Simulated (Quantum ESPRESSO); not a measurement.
# W(110), 5 layers against a metal electrode, stepped through the charge of the slab, part 3 of 4

Aim: how the results for W(110), 5 layers against a metal electrode change with the charge of the slab.

Quantum ESPRESSO 7.5; plane-wave DFT, PBE, GBRV ultrasoft pseudopotentials.

So far. Step 2 (Variable-cell relaxation of the reference):  The last row is no step: it is a fresh SCF in the final cell with a new plane-wave basis, -1 meV from the row before. Step 3 (Relaxing the ions of the reference): The relaxation lowers the energy by 8 meV an atom. On the free atoms the largest force ends at 0.024 eV/Å.

### 4. Self-consistent run, 0 ×10¹³ e/cm²

A run under open boundaries on these atoms gives the vacuum levels.

Contents of m2.esm.in:

```
&control
  prefix = 'm2.esm'
  outdir = './out'
  pseudo_dir = './pseudo'
  calculation = 'scf'
  tprnfor = .true.
/
&system
  ibrav = 0
  nat = 5
  ntyp = 1
  ecutwfc = 40
  ecutrho = 200
  occupations = 'smearing'
  smearing = 'mv'
  degauss = 0.02
  assume_isolated = 'esm'
  esm_bc = 'bc3'
  tot_charge = 0.0
/
&electrons
  conv_thr = 1e-08
  mixing_beta = 0.25
  electron_maxstep = 160
  mixing_mode = 'local-TF'
  mixing_ndim = 12
/
ATOMIC_SPECIES
  W   183.8400  w_pbe_v1.2.uspp.F.UPF
CELL_PARAMETERS angstrom
  2.25011911967543 -1.59107448800000 0.00000000000000
  2.25011911967543 1.59107448800000 0.00000000000000
  0.00000000000000 0.00000000000000 24.10561402300550
ATOMIC_POSITIONS crystal
  W   0.000000000000 0.000000000000 -0.121847326500
  W   0.500000000000 0.500000000000 -0.031469437100
  W   0.000000000000 0.000000000000 0.062226168500
  W   0.500000000000 0.500000000000 0.155921774100
  W   0.000000000000 0.000000000000 0.246299663500
K_POINTS automatic
  12 12 1 0 0 0
```

Launch:

```bash
$ OMP_NUM_THREADS=1 mpirun -n 4 pw.x -nk 4 -in m2.esm.in > m2.esm.out
```

What it wrote:

```text
[banner, memory and clock lines left out]
Program PWSCF v.7.5 starts
[citation notice left out]

[...]
Message from routine setup:
[...]
bravais-lattice index     =            0
     lattice parameter (alat)  =       5.2077  a.u.
     unit-cell volume          =    1164.7717 (a.u.)^3
     number of atoms/cell      =            5
     number of atomic types    =            1
     number of electrons       =        70.00
     number of Kohn-Sham states=           42
     kinetic-energy cutoff     =      40.0000  Ry
     charge density cutoff     =     200.0000  Ry
     scf convergence threshold =      1.0E-08
     mixing beta               =       0.2500
     number of iterations used =           12  local-TF  mixing
     Exchange-correlation= SLA  PW   PBE  PBE
                           (   1   4   3   4   0   0   0)

     Effective Screening Medium Method
     Boundary Conditions: Vacuum-Slab-Metal
     total charge in unit cell        =   0.0000
     grid points for fit at edges     =        4

[...]
PseudoPot. # 1 for W  read from file:
     ./pseudo/w_pbe_v1.2.uspp.F.UPF
     Pseudo is Ultrasoft + core correction, Zval = 14.0
     Generated by new atomic code, or converted to UPF format
     Using radial grid of  923 points,  8 beta functions with:
                l(1) =   0
                l(2) =   0
                l(3) =   0
                l(4) =   1
                l(5) =   1
                l(6) =   2
                l(7) =   2
                l(8) =   3
     Q(r) pseudized with  6 coefficients,  rinner =    1.350   1.350   1.350
                                                       1.350   1.350   1.350
                                                       1.350

     atomic species   valence    mass     pseudopotential
     W                14.00   183.84000     W ( 1.00)

      4 Sym. Ops. (no inversion) found

[...]
number of k points=    43  Marzari-Vanderbilt smearing, width (Ry)=  0.0200
[...]
Dense  grid:    55803 G-vectors     FFT dimensions: (  24,  24, 216)

     Smooth grid:    39855 G-vectors     FFT dimensions: (  24,  24, 192)

     Initial potential from superposition of free atoms

     starting charge      69.4983, renormalised to      70.0000

     negative rho (up, down):  3.197E-01 0.000E+00
     Starting wfcs are   65 randomized atomic wfcs

     per-process dynamical memory:    88.6 Mb

     Self-consistent Calculation

     iteration #  1     ecut=    40.00 Ry     beta= 0.25
     Davidson diagonalization with overlap
     ethr =  1.00E-02,  avg # of iterations =  1.5

     Threshold (ethr) on eigenvalues was too large:
     Diagonalizing with lowered threshold

     Davidson diagonalization with overlap
     ethr =  9.14E-04,  avg # of iterations =  5.1

     negative rho (up, down):  3.194E-01 0.000E+00

     total energy              =    -795.53379193 Ry
     estimated scf accuracy    <       0.81952200 Ry

     iteration #  2     ecut=    40.00 Ry     beta= 0.25
[...]
negative rho (up, down):  3.194E-01 0.000E+00

[...]
total energy              =    -795.43790137 Ry
     estimated scf accuracy    <       0.57159718 Ry

     iteration #  3     ecut=    40.00 Ry     beta= 0.25
[...]
negative rho (up, down):  3.265E-01 0.000E+00

[...]
total energy              =    -795.43497863 Ry
     estimated scf accuracy    <       0.17130391 Ry

     iteration #  4     ecut=    40.00 Ry     beta= 0.25
[...]
negative rho (up, down):  3.283E-01 0.000E+00

[...]
total energy              =    -795.44891207 Ry
     estimated scf accuracy    <       0.02190179 Ry

     iteration #  5     ecut=    40.00 Ry     beta= 0.25
[...]
negative rho (up, down):  3.289E-01 0.000E+00

[...]
total energy              =    -795.48143793 Ry
     estimated scf accuracy    <       0.02767973 Ry

     iteration #  6     ecut=    40.00 Ry     beta= 0.25
[...]
negative rho (up, down):  3.311E-01 0.000E+00

[...]
total energy              =    -795.48471790 Ry
     estimated scf accuracy    <       0.01422507 Ry

[...]
iteration # 47     ecut=    40.00 Ry     beta= 0.25
[...]
negative rho (up, down):  3.314E-01 0.000E+00

[...]
total energy              =    -795.47116897 Ry
     estimated scf accuracy    <       0.00000002 Ry

     iteration # 48     ecut=    40.00 Ry     beta= 0.25
[...]
negative rho (up, down):  3.314E-01 0.000E+00

[...]
total energy              =    -795.47116743 Ry
     estimated scf accuracy    <       0.00000003 Ry

     iteration # 49     ecut=    40.00 Ry     beta= 0.25
[...]
negative rho (up, down):  3.314E-01 0.000E+00

[...]
total energy              =    -795.47116415 Ry
     estimated scf accuracy    <       0.00000002 Ry

     iteration # 50     ecut=    40.00 Ry     beta= 0.25
[...]
negative rho (up, down):  3.314E-01 0.000E+00

[...]
End of self-consistent calculation

          k = 0.0000 0.0000 0.0000 (  4961 PWs)   bands (ev):

   -78.9846 -78.9617 -78.8879 -78.7998 -78.7986 -43.7380 -43.5491 -43.1850
   -42.9567 -42.8784 -42.8331 -42.6887 -42.6275 -42.6209 -42.6204 -42.5699
   -42.5184 -42.5038 -42.3828 -42.3827 -13.9956 -12.9801 -11.6248 -10.8752
   -10.8704  -8.1752  -7.7895  -7.0576  -6.4577  -6.3809  -6.2102  -6.0562
    -5.9891  -5.9238  -5.7030  -4.8833  -4.7641  -4.1293  -3.1474  -2.9944
    -2.9845  -2.8139

          k = 0.0510 0.0722 0.0000 (  4956 PWs)   bands (ev):

   -78.9788 -78.9569 -78.8845 -78.7964 -78.7952 -43.7160 -43.5415 -43.2114
   -42.9833 -42.8807 -42.8762 -42.6760 -42.6676 -42.6531 -42.6485 -42.6004
   -42.5375 -42.5277 -42.4119 -42.4114 -13.7556 -12.7536 -11.3995 -10.6332
   -10.6245  -8.1217  -7.7561  -7.0435  -6.6818  -6.4805  -6.3748  -6.2229
    -6.1097  -5.7584  -5.4403  -5.2053  -4.5713  -4.4797  -3.3315  -3.2222
    -2.9368  -2.8990

[...]
the Fermi energy is    -4.7809 ev

!    total energy              =    -795.47116844 Ry
     estimated scf accuracy    <          9.3E-09 Ry
     smearing contrib. (-TS)   =      -0.00087521 Ry
     internal energy E=F+TS    =    -795.47029324 Ry

     The total energy is F=E-TS. E is the sum of the following terms:
     one-electron contribution =  -79430.82232429 Ry
     hartree contribution      =   39687.49736546 Ry
     xc contribution           =    -205.95288111 Ry
     ewald contribution        =   39153.80754671 Ry

     convergence has been achieved in  50 iterations

     negative rho (up, down):  3.314E-01 0.000E+00

     Forces acting on atoms (cartesian axes, Ry/au):

     atom    1 type  1   force =     0.00000000    0.00000000    0.00000297
     atom    2 type  1   force =     0.00000000    0.00000000    0.00083621
     atom    3 type  1   force =     0.00000000    0.00000000    0.00003030
     atom    4 type  1   force =     0.00000000    0.00000000   -0.00084657
     atom    5 type  1   force =     0.00000000    0.00000000    0.00003018

     Total force =     0.001191     Total SCF correction =     0.000791
     SCF correction compared to forces is large: reduce conv_thr to get better values

[...]
```

The job ended after 6.9 min (4 MPI ranks of Intel Xeon at 2.70GHz, shared host; peak memory 0.82 GiB).

Numbers from this step:

* Fermi energy: -4.781 eV
* vacuum line at the lower end of the cell, over the Fermi level: 4.782 eV
* slope of the potential above: 3.21e-4 eV/Å
* vacuum line at the upper end of the cell, over the Fermi level: 4.781 eV

The potential energy, planar mean oscillates, so the rows of the table below give means over windows of 2.23 Å about each position, cut where the curve ends. Its maxima inside the range that stand out by 2 % of the span (Å: eV): -1.9: -3.32, 0.3: -2.62, 2.7: -2.65, 4.8: -3.34. Its minima: -2.9: -15.0, -0.8: -15.5, 1.4: -15.4, 3.8: -15.5, 5.9: -15.0.

Electrostatic potential energy of an electron; zero at the Fermi level. Potential energy, planar mean against z; means over each step:

| z (Å) | potential energy, planar mean (eV) |
| --- | --- |
| -10.94 | 4.78 |
| -8.71 | 4.78 |
| -6.47 | 4.74 |
| -4.24 | -1.19 |
| -2.01 | -9.77 |
| 0.22 | -9.36 |
| 2.45 | -9.34 |
| 4.68 | -9.85 |
| 6.91 | -4.12 |
| 9.14 | 4.69 |
| 11.37 | 4.78 |

Inside the slab this potential holds the local part of the pseudopotentials, which can be repulsive at the nuclei; only its value in the vacuum has a meaning of its own.

### 5. Ground state, 1 ×10¹³ e/cm²

m3.esm.in is the input of step 4 with these lines changed:

```diff
@@ -1,3 +1,3 @@
 &control
-  prefix = 'm2.esm'
+  prefix = 'm3.esm'
   outdir = './out'
@@ -18,3 +18,3 @@
   esm_bc = 'bc3'
-  tot_charge = 0.0
+  tot_charge = 0.00706
 /
@@ -26,2 +26,3 @@
   mixing_ndim = 12
+  startingpot = 'file'
 /
```

Launch:

```bash
$ cp -r out/m2.esm.save out/m3.esm.save
$ OMP_NUM_THREADS=1 mpirun -n 4 pw.x -nk 4 -in m3.esm.in > m3.esm.out
```

What it wrote:

```text
[banner, memory and clock lines left out]
Program PWSCF v.7.5 starts
[...]
Message from routine setup:
[...]
number of electrons       =        69.99
     number of Kohn-Sham states=           42
     kinetic-energy cutoff     =      40.0000  Ry
     charge density cutoff     =     200.0000  Ry
[...]
number of k points=    43  Marzari-Vanderbilt smearing, width (Ry)=  0.0200
[...]
Dense  grid:    55803 G-vectors     FFT dimensions: (  24,  24, 216)
[...]
The initial density is read from file :
[...]
negative rho (up, down):  3.314E-01 0.000E+00
     Starting wfcs are   65 randomized atomic wfcs
[...]
negative rho (up, down):  3.315E-01 0.000E+00
[...]
estimated scf accuracy    <       1.26124054 Ry
[...]
negative rho (up, down):  3.316E-01 0.000E+00
[...]
estimated scf accuracy    <       0.35163769 Ry
[...]
negative rho (up, down):  3.316E-01 0.000E+00
[...]
estimated scf accuracy    <       0.00705023 Ry
[...]
negative rho (up, down):  3.313E-01 0.000E+00
[...]
estimated scf accuracy    <       0.00628803 Ry
[...]
negative rho (up, down):  3.313E-01 0.000E+00
[...]
estimated scf accuracy    <       0.00039520 Ry
[...]
negative rho (up, down):  3.312E-01 0.000E+00
[...]
estimated scf accuracy    <       0.00397499 Ry
[...]
negative rho (up, down):  3.308E-01 0.000E+00
[...]
estimated scf accuracy    <       0.00155643 Ry
[...]
negative rho (up, down):  3.308E-01 0.000E+00
[...]
estimated scf accuracy    <       0.00032482 Ry
[...]
negative rho (up, down):  3.308E-01 0.000E+00
[...]
estimated scf accuracy    <       0.00051753 Ry
[...]
negative rho (up, down):  3.311E-01 0.000E+00
[...]
estimated scf accuracy    <       0.00025864 Ry
[...]
negative rho (up, down):  3.311E-01 0.000E+00
[...]
estimated scf accuracy    <       0.00007037 Ry
[...]
negative rho (up, down):  3.311E-01 0.000E+00
[...]
estimated scf accuracy    <       0.00004658 Ry
[...]
negative rho (up, down):  3.313E-01 0.000E+00
[...]
estimated scf accuracy    <       0.00004081 Ry
[...]
negative rho (up, down):  3.313E-01 0.000E+00
[...]
estimated scf accuracy    <       0.00002815 Ry
[...]
negative rho (up, down):  3.313E-01 0.000E+00
[...]
estimated scf accuracy    <       0.00000600 Ry
[...]
negative rho (up, down):  3.313E-01 0.000E+00
[...]
estimated scf accuracy    <       0.00000367 Ry
[...]
negative rho (up, down):  3.314E-01 0.000E+00
[...]
estimated scf accuracy    <       0.00000784 Ry
[...]
negative rho (up, down):  3.314E-01 0.000E+00
[...]
estimated scf accuracy    <       0.00000147 Ry
[...]
negative rho (up, down):  3.314E-01 0.000E+00
[...]
estimated scf accuracy    <       0.00000145 Ry
[...]
negative rho (up, down):  3.314E-01 0.000E+00
[...]
estimated scf accuracy    <       0.00000169 Ry
[...]
negative rho (up, down):  3.314E-01 0.000E+00
[...]
estimated scf accuracy    <       0.00000165 Ry
[...]
negative rho (up, down):  3.314E-01 0.000E+00
[...]
estimated scf accuracy    <       0.00000180 Ry
[...]
negative rho (up, down):  3.314E-01 0.000E+00
[...]
estimated scf accuracy    <       0.00000183 Ry
[...]
negative rho (up, down):  3.314E-01 0.000E+00
[...]
estimated scf accuracy    <       0.00000156 Ry
[...]
negative rho (up, down):  3.314E-01 0.000E+00
[...]
estimated scf accuracy    <       0.00000149 Ry
[...]
negative rho (up, down):  3.314E-01 0.000E+00
[...]
estimated scf accuracy    <       0.00000184 Ry
[...]
negative rho (up, down):  3.314E-01 0.000E+00
[...]
estimated scf accuracy    <       0.00000233 Ry
[...]
negative rho (up, down):  3.314E-01 0.000E+00
[...]
estimated scf accuracy    <       0.00000044 Ry
[...]
negative rho (up, down):  3.314E-01 0.000E+00
[...]
estimated scf accuracy    <       0.00000012 Ry
[...]
negative rho (up, down):  3.314E-01 0.000E+00
[...]
estimated scf accuracy    <       0.00000011 Ry
[...]
negative rho (up, down):  3.314E-01 0.000E+00
[...]
estimated scf accuracy    <       0.00000007 Ry
[...]
negative rho (up, down):  3.314E-01 0.000E+00
[...]
estimated scf accuracy    <       0.00000014 Ry
[...]
negative rho (up, down):  3.314E-01 0.000E+00
[...]
the Fermi energy is    -5.5220 ev
!    total energy              =    -795.46841781 Ry
     estimated scf accuracy    <          3.3E-09 Ry
     smearing contrib. (-TS)   =      -0.00086241 Ry
     internal energy E=F+TS    =    -795.46755539 Ry
[...]
one-electron contribution =  -79427.01815868 Ry
     hartree contribution      =   39683.69342392 Ry
     xc contribution           =    -205.95036734 Ry
     ewald contribution        =   39153.80754671 Ry
     convergence has been achieved in  33 iterations
     negative rho (up, down):  3.314E-01 0.000E+00
[...]
Total force =     0.001134     Total SCF correction =     0.000336
[...]
```

It took 5 min on 4 MPI ranks; peak memory 0.82 GiB.

Read from the output:

```
Fermi energy                                                   : -5.522 eV
vacuum line at the lower end of the cell, over the Fermi level : 4.785 eV
slope of the potential above                                   : 0.1789 eV/Å
vacuum line at the upper end of the cell, over the Fermi level : 5.522 eV
```

Inside the slab this potential holds the local part of the pseudopotentials, which can be repulsive at the nuclei; only its value in the vacuum has a meaning of its own.

### 6. Ground state, -1.5 ×10¹³ e/cm²

m1.esm.in is the input of step 5 with these lines changed:

```diff
@@ -1,3 +1,3 @@
 &control
-  prefix = 'm3.esm'
+  prefix = 'm1.esm'
   outdir = './out'
@@ -18,3 +18,3 @@
   esm_bc = 'bc3'
-  tot_charge = 0.00706
+  tot_charge = -0.01059
 /
```

Launch:

```bash
$ cp -r out/m2.esm.save out/m1.esm.save
$ OMP_NUM_THREADS=1 mpirun -n 4 pw.x -nk 4 -in m1.esm.in > m1.esm.out
```

What it wrote:

```text
[banner, memory and clock lines left out]
Program PWSCF v.7.5 starts
[...]
Message from routine setup:
[...]
number of electrons       =        70.01
     number of Kohn-Sham states=           42
     kinetic-energy cutoff     =      40.0000  Ry
     charge density cutoff     =     200.0000  Ry
[...]
number of k points=    43  Marzari-Vanderbilt smearing, width (Ry)=  0.0200
[...]
Dense  grid:    55803 G-vectors     FFT dimensions: (  24,  24, 216)
[...]
The initial density is read from file :
[...]
negative rho (up, down):  3.314E-01 0.000E+00
     Starting wfcs are   65 randomized atomic wfcs
[...]
negative rho (up, down):  3.319E-01 0.000E+00
[...]
estimated scf accuracy    <       2.68486702 Ry
[...]
negative rho (up, down):  3.331E-01 0.000E+00
[...]
estimated scf accuracy    <       0.75838210 Ry
[...]
negative rho (up, down):  3.335E-01 0.000E+00
[...]
estimated scf accuracy    <       0.02321149 Ry
[...]
negative rho (up, down):  3.342E-01 0.000E+00
[...]
estimated scf accuracy    <       0.00571313 Ry
[...]
negative rho (up, down):  3.334E-01 0.000E+00
[...]
estimated scf accuracy    <       0.00396664 Ry
[...]
negative rho (up, down):  3.333E-01 0.000E+00
[...]
estimated scf accuracy    <       0.00151800 Ry
[...]
negative rho (up, down):  3.330E-01 0.000E+00
[...]
estimated scf accuracy    <       0.00165132 Ry
[...]
negative rho (up, down):  3.328E-01 0.000E+00
[...]
estimated scf accuracy    <       0.00141941 Ry
[...]
negative rho (up, down):  3.326E-01 0.000E+00
[...]
estimated scf accuracy    <       0.00031045 Ry
[...]
negative rho (up, down):  3.325E-01 0.000E+00
[...]
estimated scf accuracy    <       0.00010952 Ry
[...]
negative rho (up, down):  3.320E-01 0.000E+00
[...]
estimated scf accuracy    <       0.00002520 Ry
[...]
negative rho (up, down):  3.319E-01 0.000E+00
[...]
estimated scf accuracy    <       0.00002444 Ry
[...]
negative rho (up, down):  3.315E-01 0.000E+00
[...]
estimated scf accuracy    <       0.00001210 Ry
[...]
negative rho (up, down):  3.315E-01 0.000E+00
[...]
estimated scf accuracy    <       0.00003239 Ry
[...]
negative rho (up, down):  3.314E-01 0.000E+00
[...]
estimated scf accuracy    <       0.00002691 Ry
[...]
negative rho (up, down):  3.314E-01 0.000E+00
[...]
estimated scf accuracy    <       0.00000156 Ry
[...]
negative rho (up, down):  3.314E-01 0.000E+00
[...]
estimated scf accuracy    <       0.00000088 Ry
[...]
negative rho (up, down):  3.314E-01 0.000E+00
[...]
estimated scf accuracy    <       0.00000092 Ry
[...]
negative rho (up, down):  3.314E-01 0.000E+00
[...]
estimated scf accuracy    <       0.00000078 Ry
[...]
negative rho (up, down):  3.314E-01 0.000E+00
[...]
estimated scf accuracy    <       0.00000292 Ry
[...]
negative rho (up, down):  3.314E-01 0.000E+00
[...]
estimated scf accuracy    <       0.00000014 Ry
[...]
negative rho (up, down):  3.314E-01 0.000E+00
[...]
estimated scf accuracy    <       0.00000003 Ry
[...]
negative rho (up, down):  3.314E-01 0.000E+00
[...]
estimated scf accuracy    <       0.00000001 Ry
[...]
negative rho (up, down):  3.314E-01 0.000E+00
[...]
estimated scf accuracy    <       0.00000002 Ry
[...]
negative rho (up, down):  3.314E-01 0.000E+00
[...]
the Fermi energy is    -3.6871 ev
!    total energy              =    -795.47466010 Ry
     estimated scf accuracy    <          8.2E-10 Ry
     smearing contrib. (-TS)   =      -0.00089348 Ry
     internal energy E=F+TS    =    -795.47376663 Ry
[...]
one-electron contribution =  -79436.46449676 Ry
     hartree contribution      =   39693.13977468 Ry
     xc contribution           =    -205.95659125 Ry
     ewald contribution        =   39153.80754671 Ry
     convergence has been achieved in  25 iterations
     negative rho (up, down):  3.314E-01 0.000E+00
[...]
Total force =     0.001932     Total SCF correction =     0.000239
[...]
```

The job ended after 3.5 min (4 MPI ranks; peak memory 0.82 GiB).

Read from the output:

* Fermi energy: -3.687 eV
* vacuum line at the lower end of the cell, over the Fermi level: 4.787 eV
* slope of the potential above: -0.2674 eV/Å
* vacuum line at the upper end of the cell, over the Fermi level: 3.687 eV

Inside the slab this potential holds the local part of the pseudopotentials, which can be repulsive at the nuclei; only its value in the vacuum has a meaning of its own.

[end of part 3 of 4]

[Logs are printed without paths, hosts, clocks, repeated set-up lines and the standing remarks that a program may print on its own settings, such as how far it seeks lower states.]

[Hosts, paths, dates, database ids (printed as entryN), source tags and the programs' standing remarks are cut or masked in the printed files.]

[Maps of the electrostatic potential energy from Ansatz leave out the sawtooth potential of an applied field or a dipole correction, so their vacuum need not be flat; planar profiles and work functions include it.]
